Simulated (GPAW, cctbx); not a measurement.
# Bonding in AlGa3As4 as X-rays see it

Question: by how much does bonding change the structure factors of AlGa3As4?

The cell is our own: ordered zincblende alloy in the eight-atom cube, 1 of 4 Ga sites given to Al. All numbers below are calculated.

## 1. Find the equilibrium geometry

The density hangs on the geometry, so cell and atoms are relaxed first, with the symmetry held. The cutoff is set higher than for the density because stress converges slowly with plane waves.

Settings: GPAW 26.7.0, PBE, 650 eV, 4×4×4 k-points, Fermi–Dirac width 0.02 eV, BFGS to 0.02 eV/Å.

```text
cell
1.0
     5.745000000    0.000000000    0.000000000
     0.000000000    5.745000000    0.000000000
     0.000000000    0.000000000    5.745000000
Al As Ga
1 4 3
Direct
0.000000000 0.000000000 0.000000000
0.250000000 0.250000000 0.250000000
0.250000000 0.750000000 0.750000000
0.750000000 0.250000000 0.750000000
0.750000000 0.750000000 0.250000000
0.000000000 0.500000000 0.500000000
0.500000000 0.000000000 0.500000000
0.500000000 0.500000000 0.000000000
```

```console
$ OMP_NUM_THREADS=1 mpirun -n 4 gpaw python run.py > gpaw.log
```

```text
BFGS:    0      -34.135405        0.137050
BFGS:    1      -34.136594        0.112513
BFGS:    2      -34.139650        0.044417
BFGS:    3      -34.139752        0.040964
BFGS:    4      -34.140434        0.018923
cell  5.7573 5.7573 5.7573  90.00 90.00 90.00
volume 190.834 A^3, largest force 0.011 eV/A, largest stress 0.05 GPa
```

After 4 steps the volume has changed by +0.6 % and the energy by -0.005 eV; the largest stress left is 0.05 GPa. It took 44 s on 4 cores of Arm Neoverse V1 (shared host), peak memory 0.95 GiB.

Relaxed structure: P-43m (no. 215), a = 5.7573 Å, b = 5.7573 Å, c = 5.7573 Å, α = 90.00°, β = 90.00°, γ = 90.00°.

```
atom  mult.       x       y       z
 As1      4  0.2487  0.2487  0.2487
 Ga1      3       0     1/2     1/2
 Al1      1       0       0       0
```

## 2. The all-electron density

X-rays see the whole electron density, so the PAW density is rebuilt with its core regions. Subtracting spherical free atoms from the same code cancels the cores and leaves the deformation density Δρ, the part due to bonding.

Settings: PBE, 600 eV, 4×4×4 k-points, Fermi–Dirac width 0.02 eV; primitive cell of 8 atoms.

```console
$ OMP_NUM_THREADS=1 mpirun -n 4 gpaw python run.py > gpaw.log
```

```text
|iter:   1|       0s |  -34.527690 | -0.58 |       |
|iter:   2|       0s |  -34.451164 | -2.62 | -0.88 |
|iter:   3|       1s |  -34.135462 | -1.91 | -0.91 |
...
|iter:   7|       5s |  -34.139583c| -6.29 | -3.04 |
|iter:   8|       6s |  -34.139584c| -7.64c| -3.84 |
|iter:   9|       7s |  -34.139585c| -7.56c| -4.43c|
```

```text
grid (70, 70, 70)  electrons 238.000  moved by bonding 1.900 e
deformation density beyond 0.5 A of the nuclei: max 0.149, min -0.074 e/A^3
atom        x       y       z   Voronoi charge  moment
As1    0.2487  0.2487  0.2487     -0.156       0.00
As2    0.2487  0.7513  0.7513     -0.156       0.00
As3    0.7513  0.2487  0.7513     -0.156       0.00
As4    0.7513  0.7513  0.2487     -0.156       0.00
Ga5    0.0000  0.5000  0.5000      0.150       0.00
Ga6    0.5000  0.0000  0.5000      0.150       0.00
Ga7    0.5000  0.5000  0.0000      0.150       0.00
Al8    0.0000  0.0000  0.0000      0.172       0.00
mean inner potential of superposed free atoms 14.186 V
total magnetic moment 0.000 muB
```

Deformation density in a plane through the shortest contact of the As atom at the origin, in 0.01 e/Å³ (clipped at ±99); x from -1.6 to 4.1 Å, y from 2.4 down to -2.4 Å:

```text
 -2   .   .   .  -5  -3  -2  -2  -1  -1  -1  -1  -1  -1  -1  -1
 -2  -4   .  -4  -4  -2  -2  -1  -1  -2  -2  -1  -1  -1  -1  -1
 -1  -4  -3   0   3   2   0  -1  -1  -2  -2  -2  -1  -1  -1  -1
 -1   1   6  11  10   4   1   0  -1  -3  -4  -3  -2  -1  -1  -1
  0   2   7   9   6   1   2   4   1  -4  -7  -6  -3  -2  -2  -1
 -1   0   1  -2   .  -4   3  10   7  -2  -3   .  -5  -5  -3  -2
 -1  -2  -3  -2   .   .   4  15  11   1   .   .  -2  -7  -5  -3
 -1  -1  -1  -3   .  -3   3  10   7  -1  -3   .  -3  -4  -3  -2
 -1   0   1   1  -3  -4   0   3   2  -2  -2   3   6   5   1   0
 -1   0   1   1  -1  -2  -1   0  -1  -1   3  10  15  11   4   1
 -1  -1  -1  -1  -1  -1  -1  -1  -1   0   3   8  10   5   1   2
 -1  -1  -1  -1  -1  -1  -1  -1  -1  -1  -1  -1  -3   .  -4   4
 -1  -1  -1  -1  -1  -1  -1  -1  -1  -2  -2  -4   .   .   .   6
```

Atoms in or within 0.15 Å of the plane: As (0.0, 0.0), As (3.3, -2.3), Ga (-0.8, 2.4), Al (2.5, 0.0) Å. Dots mark points within about 0.45 Å of a nucleus; large values next to them are atomic features.

As gains most (-0.16 e) and Al loses most (+0.17 e), as electronegativity suggests. Such charges fall far short of formal ones, since overlapping free atoms already put density on their neighbours. Along the shortest contact from the As atom at the map's origin, As–Al at 2.48 Å, Δρ is +0.14 e/Å³ at the midpoint and highest, +0.15, 1.06 Å from As (points within 0.5 Å of a nucleus left out): a bond charge, the mark of covalency, pulled towards As. At the midpoints of other shortest contacts it is +0.12 (As–Ga, 2.50 Å) e/Å³. Point values carry grid noise of about 0.01 e/Å³. The run needed 9 iterations, 14 s.

## 3. From the density to structure factors

The Fourier components of Δρ, added to those of the free atoms, give the static X-ray structure factors; the Mott–Bethe relation turns them into the Fourier components V of the potential that fast electrons feel.

```text
static structure factors of the conventional cell: F in electrons, V (Mott-Bethe) in volts
   h  k  l      d  |F| table  |F| free   |F| DFT   change   |V| free  |V| DFT  change %
   0  1  0  5.7573    16.612    16.593    16.574   -0.019     0.281    0.297      5.5
   0  1  1  4.0710    17.141    17.134    17.109   -0.026     0.341    0.352      3.0
   1  1  1  3.3240   144.741   144.860   145.527    0.667     6.482    6.308     -2.7
   0  2  0  2.8787    21.893    21.949    22.335    0.386     0.803    0.726     -9.6
   0  2  1  2.5747    16.729    16.702    16.711    0.009     0.374    0.373     -0.4
   1  2  1  2.3504    15.606    15.559    15.569    0.009     0.342    0.340     -0.5
   0  2  2  2.0355   176.687   176.348   175.935   -0.413     6.132    6.173      0.7
   1  2  2  1.9191    13.730    13.645    13.639   -0.006     0.292    0.293      0.2
   0  3  0  1.9191    16.798    16.709    16.718    0.009     0.394    0.393     -0.2
   0  3  1  1.8206    14.205    14.114    14.147    0.033     0.311    0.309     -0.8
   1  3  1  1.7359   118.238   117.872   117.317   -0.556     3.719    3.759      1.1
   2  2  2  1.6620    18.546    18.673    18.495   -0.178     0.483    0.500      3.6
   0  3  2  1.5968    11.196    11.114    11.118    0.004     0.228    0.228     -0.1
   1  3  2  1.5387    13.131    13.048    13.037   -0.010     0.287    0.288      0.2
```

The largest X-ray change is +0.67 e on 111, 0.5 % of |F|. For electrons V goes as (Z − F)/g², so a change of F counts against Z − F, which is small at low angle and wherever the atoms' terms cancel: |V| of 020 moves by -9.6 % (0.80 to 0.73 V) against +1.8 % in |F|. The tabulated Hartree–Fock atoms differ from the free DFT atoms by up to 0.37 e, so the choice of reference atom matters too.

## 4. Answer

Bonding moves 1.90 e in the primitive cell of AlGa3As4 and changes the structure factors of the conventional cell in the table above by at most 0.67 e (111, 0.5 %), and among reflections above 2 % of the strongest by up to 1.8 % (020). The shortest bond, As–Al, has Δρ = +0.14 e/Å³ at its midpoint, a covalent bond charge. Limits: static density, frozen cores, no spin–orbit coupling.

[Outputs are excerpts: Python notices, other lines and further rows are left out; steps that failed or that the build refused (PBEsol, TPSS) are not shown.]

[Logs are printed without paths, hosts, clocks, repeated set-up lines and the standing remarks that a program may print on its own settings, such as how far it seeks lower states.]
